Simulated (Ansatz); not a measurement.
# What La3AlC (Pm-3m) distorts into

Wanted: the energy along a soft mode of La3AlC (Pm-3m) and the structure at the end.

Main program and level: Ansatz 0.2.0; DFT PBEsol, scalar-relativistic, plane waves, PAW; PAW set soft_1.

### Step 1. The structure

Symmetry: Pm-3m, No. 221, cubic system. Conventional cell: a = 5.132 Å, b = 5.132 Å, c = 5.132 Å, α = 90.00°, β = 90.00°, γ = 90.00°. Nearest to La lie 2 C at 2.57 Å and 4 Al at 3.63 Å and 8 La at 3.63 Å. Nearest to Al lie 12 La at 3.63 Å. C has 6 La at 2.57 Å nearest. Farther neighbours are not listed.

### Step 2. Phonons on a q mesh

The cell comes from relaxations at this level that are not shown. Stability and thermal properties need the whole zone. Linear response on a 2×2×2 q mesh gives force constants as far as a supercell of that size would.

Contents of input.yaml:

```yaml
crystal:
  lattice:
    - [5.1318379723, 0.0, 0.0]
    - [0.0, 5.1318379723, 0.0]
    - [0.0, 0.0, 5.1318379723]
  atoms:
    - { symbol: La, position: [0.5, 0.5, 0.0] }
    - { symbol: La, position: [0.5, 0.0, 0.5] }
    - { symbol: La, position: [0.0, 0.5, 0.5] }
    - { symbol: Al, position: [0.0, 0.0, 0.0] }
    - { symbol: C, position: [0.5, 0.5, 0.5] }
kpoints:
  mp_grid: { grid: [8, 8, 8] }
hamiltonian:
  xc: pbesol
  pseudopotentials: { kind: paw, azcp: { folder: soft_1 }, xc_functional: pbe }
scf:
  occupations: { method: methfessel_paxton, width: 0.2 }
output:
  eigenvalues: true
phonons:
  method: dfpt
  qmesh: [2, 2, 2]
  temperatures: { t_max: 1000, t_step: 50 }
  qpath:
    path:
      - [[0.0, 0.0, 0.0], [0.0, 0.5, 0.0], [0.5, 0.5, 0.0], [0.0, 0.0, 0.0], [0.5, 0.5, 0.5], [0.0, 0.5, 0.0]]
      - [[0.5, 0.5, 0.5], [0.5, 0.5, 0.0]]
    npoints: 10
```

Started as:

```
$ ansatz run input.yaml --threads 4 --pin off --max-ram 10240MiB --backend cpu --events-out ev --progress --plain --runs-dir out
```

Numbers of over 12 decimals in the logs are rounded to 6 here.

Output:

```text
Engine: ansatz 0.2.0, aarch64-unknown-linux-gnu
Pseudopotentials: kind: paw
Pseudopotential: La, paw, valence charge 11, recommended cutoff 420 eV (normal), soft_1/La.paw.azcp
Pseudopotential: Al, paw, valence charge 3, recommended cutoff 420 eV (normal), soft_1/Al.paw.azcp
Pseudopotential: C, paw, valence charge 4, recommended cutoff 420 eV (normal), soft_1/C.paw.azcp
Functional definition: PBEsol
  exchange = pbesol_x
  correlation = pbesol_c
Crystal: 5 atoms, lattice volume = 135.151 Å³
Basis set: ecut = 420 eV, 2601 PW (Γ), exchange–correlation on 72×72×72 points (8 copies of the dense FFT grid, shifted against one another)
Bands: 25, of which v1, the nominal top of the filled ones, is band 20 counted from 1 (19 counted from 0)
Symmetry: 48 space group operations
k-points: 35 of 512
Non-local potential: La, projectors of the file, l = 0: 3, l = 1: 2, l = 2: 2, l = 3: 3
Non-local potential: Al, projectors of the file, l = 0: 2, l = 1: 2, l = 2: 1
Non-local potential: C, projectors of the file, l = 0: 2, l = 1: 2, l = 2: 1
PAW form: soft (Blöchl's): semilocal exchange-correlation on the pseudo side does not see the compensation charge
PAW frozen core: La, regenerated for the run's functional, and the local potential with it (the file was generated under x = pbe(κ = 0.804, μ = 0.219515), c = pbe(β = 0.066725))
PAW frozen core: Al, regenerated for the run's functional, and the local potential with it (the file was generated under x = pbe(κ = 0.804, μ = 0.219515), c = pbe(β = 0.066725))
PAW frozen core: C, regenerated for the run's functional, and the local potential with it (the file was generated under x = pbe(κ = 0.804, μ = 0.219515), c = pbe(β = 0.066725))
PAW one-centre angular grid: La, 590 points (default); XC on 64 Gauss nodes
PAW one-centre angular grid: Al, 110 points (default); XC on 64 Gauss nodes
PAW one-centre angular grid: C, 110 points (default); XC on 64 Gauss nodes
Initial density: superposition of atomic densities (chi_scale 0.1, normalization cell, long waves kept (reshape's long-wave potential 0.00 eV rms))
Initial wavefunctions: pseudopotential atomic-orbital guess
Functional: x = pbesol(κ = 0.804, μ = 0.123457), c = pbesol(β = 0.046)
SCF iter   1: F=—  HF=-19257.926140 eV  |F-HF|=—  |Δ(HF+E_count)|=         —  Δρ=4.44e-2  dr2=7.86e0  ethr=3.10e-3  ⟨swp⟩=5.0  Hψ=4090  notcnv=0
preconditioner: auto → Kerker (q_TF=auto, 2.227 Å⁻¹)  [metal: Δε(μ)=0.013 eV  Ē_g=10.992 eV  σ=0.200 eV  W_gap=0.06  n_scr=26 (ndim 8)  ℏωp=18.6 eV  f_vac=0.000  D(μ)=4.64/eV (n_scr^D=32)]
SCF iter   2: F=—  HF=-19256.622729 eV  |F-HF|=—  |Δ(HF+E_count)|=    1.30e0  S|Δr|=    0.00e0  Δρ=1.77e-2  dr2=6.38e-1  ethr=3.10e-3  ⟨swp⟩=5.2  Hψ=6522  notcnv=0
automatic band count: the SCF goes on with 30 bands, as 25 were too few: they end inside the smearing window of the response
SCF iter   3: F=—  HF=-19256.492504 eV  |F-HF|=—  |Δ(HF+E_count)|=   1.30e-1  S|Δr|=    0.00e0  Δρ=9.38e-3  dr2=2.01e-1  ethr=1.59e-3  ⟨swp⟩=1.1  Hψ=1336  notcnv=0
SCF iter   4: F=—  HF=-19256.443777 eV  |F-HF|=—  |Δ(HF+E_count)|=   4.87e-2  S|Δr|=    0.00e0  Δρ=1.64e-3  dr2=5.53e-3  ethr=5.03e-4  ⟨swp⟩=2.3  Hψ=1452  notcnv=0
SCF iter   5: F=—  HF=-19256.443562 eV  |F-HF|=—  |Δ(HF+E_count)|=   2.15e-4  S|Δr|=    0.00e0  Δρ=6.38e-4  dr2=1.57e-3  ethr=1.38e-5  ⟨swp⟩=2.0  Hψ=1654  notcnv=0  defer=93
SCF iter   6: F=—  HF=-19256.443360 eV  |F-HF|=—  |Δ(HF+E_count)|=   2.01e-4  S|Δr|=    0.00e0  Δρ=1.13e-4  dr2=2.33e-5  ethr=3.93e-6  ⟨swp⟩=2.0  Hψ=1149  notcnv=0  defer=93
SCF iter   7: F=—  HF=-19256.443355 eV  |F-HF|=—  |Δ(HF+E_count)|=   5.14e-6  S|Δr|=    0.00e0  Δρ=2.92e-5  dr2=1.39e-6  ethr=5.83e-8  ⟨swp⟩=2.1  Hψ=1625  notcnv=0  defer=93
SCF iter   8: F=—  HF=-19256.443355 eV  |F-HF|=—  |Δ(HF+E_count)|=   3.58e-7  S|Δr|=    0.00e0  Δρ=7.85e-6  dr2=1.31e-7  ethr=3.48e-9  ⟨swp⟩=2.3  Hψ=1214  notcnv=0  defer=97
SCF iter   9: F=—  HF=-19256.443355 eV  |F-HF|=—  |Δ(HF+E_count)|=   1.33e-8  S|Δr|=    0.00e0  Δρ=1.52e-6  dr2=5.21e-9  ethr=3.28e-10  ⟨swp⟩=2.1  Hψ=1108  notcnv=0  defer=97
SCF iter  10: F=—  HF=-19256.443355 eV  |F-HF|=—  |Δ(HF+E_count)|=   1.01e-9  S|Δr|=    0.00e0  Δρ=2.21e-7  dr2=6.40e-11  ethr=1.30e-11  ⟨swp⟩=2.5  Hψ=1560  notcnv=0  defer=97
SCF iter  11: F=-19256.443355 eV  HF=-19256.443355 eV  |F-HF|=3.64e-12  |Δ(HF+E_count)|=  7.28e-12  S|Δr|=    0.00e0  Δρ=3.88e-8  dr2=1.93e-12  ethr=1.00e-12  ⟨swp⟩=17.4  Hψ=7065  notcnv=0
SCF 1 converged in 11 iterations: F = -19256.443355 eV  dr2 = 1.93e-12
  greatest PAW one-centre occupation: 0.971 electrons in one spin orbital (limit 2), on the La atom at site 0 (counted from 0), in its partial waves of l = 0
Initial density: read from a saved state, or passed on in memory by an earlier SCF of this step, an earlier step, the calling program or the single point that the run made first
iter 1 solved again at ethr=7.75e-8 eV; its pass at ethr=3.10e-3 eV (dr2=3.10e-5 eV) is discarded
SCF iter   1: F=—  HF=-19256.443356 eV  |F-HF|=—  |Δ(HF+E_count)|=         —  Δρ=4.41e-7  dr2=9.44e-11  ethr=7.75e-8  ⟨swp⟩=5.4  Hψ=7425  notcnv=0
eigensolver tolerance schedule: the retry pair's looser diagonalisation over-reported the residual by 328187.28 of it (diagonalisation noise at an unbounded share of the residual, at the tolerance the schedule requests for it); recorded, not acted on — ethr = c·dr2/N_el stays at c = 1.0e-1
preconditioner: auto → Kerker (q_TF=auto, 2.227 Å⁻¹)  [metal: Δε(μ)=0.021 eV  Ē_g=10.778 eV  σ=0.200 eV  W_gap=0.09  n_scr=26 (ndim 8)  ℏωp=18.6 eV  f_vac=0.000  D(μ)=4.38/eV (n_scr^D=26)]
SCF iter   2: F=—  HF=-19256.443355 eV  |F-HF|=—  |Δ(HF+E_count)|=   1.08e-6  S|Δr|=    0.00e0  Δρ=2.02e-7  dr2=1.54e-11  ethr=1.00e-12  ⟨swp⟩=4.0  Hψ=3013  notcnv=0
SCF iter   3: F=—  HF=-19256.443355 eV  |F-HF|=—  |Δ(HF+E_count)|=  1.09e-11  S|Δr|=    0.00e0  Δρ=1.43e-7  dr2=8.02e-12  ethr=1.00e-12  ⟨swp⟩=2.6  Hψ=1867  notcnv=0
SCF iter   4: F=-19256.443355 eV  HF=-19256.443355 eV  |F-HF|=7.28e-12  |Δ(HF+E_count)|=  7.28e-12  S|Δr|=    0.00e0  Δρ=6.55e-8  dr2=1.99e-12  ethr=1.00e-12  ⟨swp⟩=2.0  Hψ=1721  notcnv=0
SCF 2 converged in 4 iterations: F = -19256.443355 eV  dr2 = 1.99e-12
  greatest PAW one-centre occupation: 0.971 electrons in one spin orbital (limit 2), on the La atom at site 2 (counted from 0), in its partial waves of l = 0
phonons: the bands overlap, so this run is a metal and interpolates without the dipole-dipole term. If the crystal is really an insulator or semiconductor, its LO-TO splitting is missing
NSCF: frozen V_eff on 35 k-points
WARN: eigensolver did not converge in 12 slots of this pass, the one above among them; of largest residual over every band (k=14): 1 band(s) unlocked (lowest unlocked band 29, counted from 0; max residual 1.38e-2 eV among the unlocked bands, 1.38e-2 eV over every band); of lowest unlocked band (k=1): band 29
NSCF: frozen V_eff on 125 k-points
DFPT response loops at q = (0, 0, 0) (fractional): preconditioner auto → Kerker (q_TF=auto, 2.227 Å⁻¹) (partly filled bands, converged f_vac=0.000); β = 1.00, the filter's whole step (`scf.mixing.beta` (0.50) is not read by the response loops under this deck's `scf.mixing.preconditioner`; to damp them name `kerker` or `kerker_dos`, under which they read `scf.mixing.beta`, and type it under 1.00, their step now; both keys bind the ground state too); Broyden in place of MSR1
NSCF: frozen V_eff on 250 k-points
DFPT response loops at q = (0, 0, -0.5) (fractional): mixed as the last ones told, above
NSCF: frozen V_eff on 250 k-points
DFPT response loops at q = (0, -0.5, -0.5) (fractional): mixed as the last ones told, above
NSCF: frozen V_eff on 250 k-points
DFPT response loops at q = (-0.5, -0.5, -0.5) (fractional): mixed as the last ones told, above
SCF converged after 11 iterations
Stability not checked: this state was not tested for a lower state beside it, because cold or Methfessel-Paxton smearing, or corrected tetrahedra, fill the levels in a way that the test cannot read (fill_not_monotonic; see scf.lower_state_search)
Free energy (F): -19256.443355 eV
Harris-Foulkes:  -19256.443355 eV  (|F-HF|=3.64e-12)
Internal energy: -19256.438816 eV  (E = F + TS)
E sigma→0 (E₀):  -19256.442220 eV
Entropy (-TS):   -0.004539 eV (-0.908 meV/atom)
Fermi energy:    9.856791 eV
--- Per-component energies (eV) ---
  E_band       = -123.482704
  E_kinetic    = 663.653759
  E_local      = -1290.106209  (includes V_loc(G=0)·N_el)
  E_nonlocal   = 301.737156
  E_hartree    = 477.540422
  E_xc         = -508.206777
  E_vxc        = -519.310898  (∫ρ·V_xc dr)
  E_paw        = -16539.429849  (= ΣΔE_a)
  E_vpaw       = -234.537363  (= ΣTr[D̂ρ^β])
  E_aug_tail   = 0.000009  (compensation charges beyond the density's cutoff)
  E_ewald      = -2362.174674
  E_core_change = 0.547348  (= ΣΔE_core)
  E_smearing   = -0.004539  (= −TS)
  E_closure    = 0.000000  (closes the sum)
  Σ components = -19256.443355   (vs F -19256.443355, Δ=0.00e0)
--- Band table (eV; the first three rows and the last of 35) ---
  k-point 0: bands = [... 16 lower, 9.2980, 9.2980, 9.2980, 9.9927, 9.9927, 9.9927, 10.9090, 10.9090, ... 6 higher]
  k-point 1: bands = [... 16 lower, 9.2863, 9.3076, 9.3433, 9.6201, 10.0299, 10.0299, 10.8040, 10.8829, ... 6 higher]
  k-point 2: bands = [... 16 lower, 9.2938, 9.2938, 9.4666, 9.7273, 9.9539, 9.9539, 10.8419, 11.0449, ... 6 higher]
  k-point 34: bands = [... 16 lower, 6.7167, 10.3203, 10.3203, 10.3203, 11.0799, 11.0799, 11.0799, 11.6517, ... 6 higher]
--- Phonons (Γ-DFPT): 4 representative perturbations + reference (Σ response iterations 13) ---
  ASR residual: 3.921e-5 → 0.000e0 eV/Å²; symmetrization residual: 1.066e-6 eV/Å²
  ASR residual per site (eV/Å²): 3.92e-5 3.92e-5 3.92e-5 5.14e-6 1.59e-5
  Γ frequencies (cm⁻¹): -168.67 -168.67 -168.67 -49.49 -49.49 -49.49 0.00 0.00 0.00 122.77 122.77 122.77 137.78 137.78 137.78
--- Phonons (arbitrary-q DFPT): 4 irreducible q on the 2×2×2 mesh ---
  q = [0.0000, 0.0000, 0.0000] (star 1, of the zone-centre solve; hermiticity 3.31e-7, symmetrization 8.41e-13): -168.67 -168.67 -168.67 -49.49 -49.49 -49.49 -0.00 -0.00 0.00 122.77 122.77 122.77 137.78 137.78 137.78
  q = [0.0000, 0.0000, -0.5000] (star 3, 9 solved perturbations in 975 linear systems a pass and spin channel, the states on 125 of 512 k-point pairs; hermiticity 2.02e-7, symmetrization 7.98e-9): -117.09 -117.09 54.51 59.74 59.74 61.58 61.58 84.81 129.40 139.35 139.35 140.08 140.08 163.75 382.08
  q = [0.0000, -0.5000, -0.5000] (star 3, 9 solved perturbations in 975 linear systems a pass and spin channel, the states on 125 of 512 k-point pairs; hermiticity 1.18e-7, symmetrization 7.01e-9): 7.78 63.74 63.74 66.73 66.73 94.04 103.58 113.95 149.11 149.53 149.53 157.15 255.06 379.23 379.23
  q = [-0.5000, -0.5000, -0.5000] (star 1, 4 solved perturbations in 350 linear systems a pass and spin channel, the states on 125 of 512 k-point pairs; hermiticity 4.84e-8, symmetrization 5.49e-9): -25.09 -25.09 -25.09 93.66 93.66 93.66 117.65 117.65 126.72 126.72 126.72 188.41 391.17 391.17 391.17
  sum rule: each row above includes the acoustic sum rule's correction from the zone centre's row sums; it moved no ω² by more than (0.60 cm⁻¹)²
  mesh force constants: q→R imaginary residual 2.95e-18; ASR residual 3.921e-5 → 0.000e0 eV/Å²; symmetrization residual 3.553e-15 eV/Å²
  interpolated dispersion: 62 rows × 15 modes
  density of states and harmonic sums: on the 12×12×12 q-mesh, interpolated from the force constants of a 2×2×2 supercell (no non-analytic term)
  largest difference from the sums on the solved wave vectors: F 2.99e-1 eV, S 3.99e-4 and C_V 1.02e-4 eV/K
  zero-point energy: 0.114862 eV/cell   skipped modes (ω ≤ 0): 125, of them read as no rigid motion or as one in doubt: 122 (1.089e0 modes/cell left out, lowest -168.67 cm⁻¹)   left out of the sums: 7.27e-2 of the cell's modes: C_V's classical limit lies that fraction below 3 k_B per atom; for a crystal, a wire or a layer, F and S can be off by more, and a phonons.interpolated_qmesh denser along its periods is the remedy for the sampling
```

The job ended after 5.5 min (4 threads of Arm Neoverse V2, shared host; peak memory 1.7 GiB; 21 min of CPU time).

Numbers from this step:

| Property | Result |
| --- | --- |
| volume per atom | 27.03 Å³ |
| gap on the k-mesh | 0 eV |
| sum-rule residual before enforcement | 3.92e-5 eV/Å² |
| lowest frequency on the path | -168.7 cm⁻¹ |
| point group | m-3m |
| highest frequency on the path or at a solved wavevector | 391.2 cm⁻¹ |
| highest optical mode at the zone centre (no LO-TO term) | 137.8 cm⁻¹ |
| lowest optical zone-centre mode | -168.7 cm⁻¹ |
| lowest mode on the q mesh (acoustic modes at Γ apart) | -168.7 cm⁻¹ |

Frequencies (cm⁻¹) solved at each irreducible wavevector; negative means imaginary. Frequencies by wavevector, by row:

```
q in reciprocal lattice units  star  mode 1  mode 2  mode 3  mode 4  mode 13  mode 14  mode 15
                        0 0 0     1  -168.7  -168.7  -168.7   -49.5    137.8    137.8    137.8
                     0 0 -0.5     3  -117.1  -117.1    54.5    59.7    140.1    163.8    382.1
                  0 -0.5 -0.5     3     7.8    63.7    63.7    66.7    255.1    379.2    379.2
               -0.5 -0.5 -0.5     1   -25.1   -25.1   -25.1    93.7    391.2    391.2    391.2
```

Interpolated from a 2×2×2 q mesh. Phonon branches along the path, in cm⁻¹:

```
    point  branch 1  branch 2  branch 3  branch 4  branch 12  branch 13  branch 14  branch 15
        Γ      -169      -169      -169       -50        123        138        138        138
  halfway      -138      -138       -12       -12        138        138        149        244
        X      -117      -117        54        60        140        140        164        382
  halfway        24        32        42        62        155        189        267        381
        M         8        64        64        67        157        255        379        379
  halfway       -47        -3        28        40        147        148        254        256
        Γ      -169      -169      -169       -50        123        138        138        138
  halfway       -13        31        31        70        153        276        276        279
        R       -25       -25       -25        94        188        391        391        391
  halfway        23        24        38        74        162        298        300        383
        X      -117      -117        54        60        140        140        164        382
jump to R       -25       -25       -25        94        188        391        391        391
  halfway       -17        28        28        88        174        329        385        385
        M         8        64        64        67        157        255        379        379
```

Symmetry leaves 4 wavevectors to solve. The lowest mode among them, the acoustic zeros apart, lies at Γ and is imaginary, 168.7i cm⁻¹, so the energy falls along it.

### Step 3. The mode frozen in, largest atomic shift 0 Å

The mode followed lies at q = (0, 0, -0.5) with frequency 117.1i cm⁻¹ and is 2-fold degenerate, one of the unstable modes though not the softest. At small amplitude the distorted cell has space group no. 51 by a symmetry search on the positions. The undistorted cell that holds it gives the zero of energy on the same k mesh.

System of this step: La3AlC. Symmetry: Pm-3m, No. 221, cubic system. The conventional cell has a = 5.132 Å, b = 5.132 Å, c = 5.132 Å, α = 90.00°, β = 90.00°, γ = 90.00°. Nearest to La lie 2 C at 2.57 Å and 8 La at 3.63 Å and 4 Al at 3.63 Å. Al has 12 La at 3.63 Å nearest. C has 6 La at 2.57 Å nearest. Farther neighbours are not listed.

Contents of input.yaml:

```yaml
crystal:
  lattice:
    - [5.1318379723, 0.0, 0.0]
    - [0.0, 5.1318379723, 0.0]
    - [0.0, 0.0, 10.2636759445]
  atoms:
    - { symbol: La, position: [0.5, 0.5, 0.5] }
    - { symbol: La, position: [0.5, 0.5, 0.0] }
    - { symbol: La, position: [0.5, 0.0, 0.25] }
    - { symbol: La, position: [0.5, 0.0, 0.75] }
    - { symbol: La, position: [0.0, 0.5, 0.25] }
    - { symbol: La, position: [0.0, 0.5, 0.75] }
    - { symbol: Al, position: [0.0, 0.0, 0.0] }
    - { symbol: Al, position: [0.0, 0.0, 0.5] }
    - { symbol: C, position: [0.5, 0.5, 0.25] }
    - { symbol: C, position: [0.5, 0.5, 0.75] }
kpoints:
  mp_grid: { grid: [8, 8, 4] }
hamiltonian:
  xc: pbesol
  pseudopotentials: { kind: paw, azcp: { folder: soft_1 }, xc_functional: pbe }
scf:
  occupations: { method: methfessel_paxton, width: 0.2 }
output:
  forces: true
  stress: true
  eigenvalues: true
```

Output:

```text
[...]
Crystal: 10 atoms, lattice volume = 270.302 Å³
Basis set: ecut = 420 eV, 5267 PW (Γ), exchange–correlation on 72×72×144 points (8 copies of the dense FFT grid, shifted against one another)
Bands: 50, of which v1, the nominal top of the filled ones, is band 40 counted from 1 (39 counted from 0)
Symmetry: 32 space group operations
[...]
k-points: 45 of 256
[...]
k-point 0: bands = [... 36 lower, 9.4619, 9.5700, 9.5700, 9.6962, 9.9927, 9.9927, 9.9928, 10.6309, ... 6 higher]
  k-point 1: bands = [... 36 lower, 9.3621, 9.6191, 9.6201, 9.7352, 9.7352, 10.0299, 10.0299, 10.2946, ... 6 higher]
  k-point 2: bands = [... 36 lower, 9.4666, 9.4666, 9.7273, 9.7273, 9.9539, 9.9539, 9.9539, 9.9539, ... 6 higher]
  k-point 44: bands = [... 36 lower, 9.3964, 9.3964, 9.5974, 9.5974, 11.3478, 11.3478, 11.3478, 11.3478, ... 6 higher]
[key lines of the parts left out:]
SCF converged after 9 iterations
Free energy (F): -38512.886710 eV
Fermi energy:    9.856793 eV
P = ⅓ Tr σ = -0.0002 GPa (-0.002 kbar)
```

Run time: 12 s. Hardware: 4 threads; peak memory 1 GiB; 45 s of CPU time.

Numbers from this step:

```
pressure                         : -1.85e-4 GPa
energy from the undistorted cell : 0 meV/atom
```

The run ends at a pressure of 0.00 GPa.

### Step 4. The mode frozen in, largest atomic shift 0.08 Å

The atoms are moved along the unstable eigenvector, the largest shift by 0.08 Å, with the cell fixed.

input.yaml, the sections that differ from step 3:

```yaml
crystal:
  lattice:
    - [5.1318379723, 0.0, 0.0]
    - [0.0, 5.1318379723, 0.0]
    - [0.0, 0.0, 10.2636759445]
  atoms:
    - { symbol: La, position: [0.5, 0.5, 0.5] }
    - { symbol: La, position: [0.5, 0.5, 0.0] }
    - { symbol: La, position: [0.5, 0.0004976165, 0.25] }
    - { symbol: La, position: [0.5, -0.0004976165, 0.75] }
    - { symbol: La, position: [0.0, 0.4968743298, 0.25] }
    - { symbol: La, position: [0.0, 0.5031256702, 0.75] }
    - { symbol: Al, position: [0.0, 0.0, 0.0] }
    - { symbol: Al, position: [0.0, 0.0, 0.5] }
    - { symbol: C, position: [0.5, 0.5155889567, 0.25] }
    - { symbol: C, position: [0.5, 0.4844110433, 0.75] }
# kpoints, hamiltonian, scf, output: as in step 3
```

Output:

```text
[...]
Crystal: 10 atoms, lattice volume = 270.302 Å³
Basis set: ecut = 420 eV, 5267 PW (Γ), exchange–correlation on 72×72×144 points (8 copies of the dense FFT grid, shifted against one another)
Bands: 50, of which v1, the nominal top of the filled ones, is band 40 counted from 1 (39 counted from 0)
Symmetry: 8 space group operations
[...]
k-points: 75 of 256
[...]
k-point 0: bands = [... 36 lower, 9.4625, 9.5432, 9.5786, 9.6895, 9.9970, 10.0009, 10.1400, 10.6309, ... 6 higher]
  k-point 1: bands = [... 36 lower, 9.4308, 9.5231, 9.6097, 9.7702, 9.8114, 10.0353, 10.1382, 10.2950, ... 6 higher]
  k-point 2: bands = [... 36 lower, 9.4543, 9.4543, 9.7274, 9.7274, 9.9625, 9.9625, 10.0252, 10.0252, ... 6 higher]
  k-point 74: bands = [... 36 lower, 9.3964, 9.3964, 9.5983, 9.5983, 11.2924, 11.2924, 11.3469, 11.3469, ... 6 higher]
[key lines of the parts left out:]
SCF converged after 9 iterations
Free energy (F): -38512.889265 eV
Fermi energy:    9.858158 eV
P = ⅓ Tr σ = -0.0141 GPa (-0.141 kbar)
```

The job ended after 20 s (4 threads; peak memory 1.2 GiB).

This step gave:

| Item | Value |
| --- | --- |
| pressure | -0.01408 GPa |
| energy from the undistorted cell | -0.3 meV/atom |

The energy, extrapolated to zero smearing, is -0.30 meV/atom against the undistorted cell.

The run ends at a pressure of -0.01 GPa, with forces up to 0.076 eV/Å.

(Continued in part 2 of 3.)

[Logs are printed without paths, hosts, clocks, repeated set-up lines and the standing remarks that a program may print on its own settings, such as how far it seeks lower states.]

[Hosts, paths, dates, database ids (printed as entryN), source tags and the programs' standing remarks are cut or masked in the printed files.]
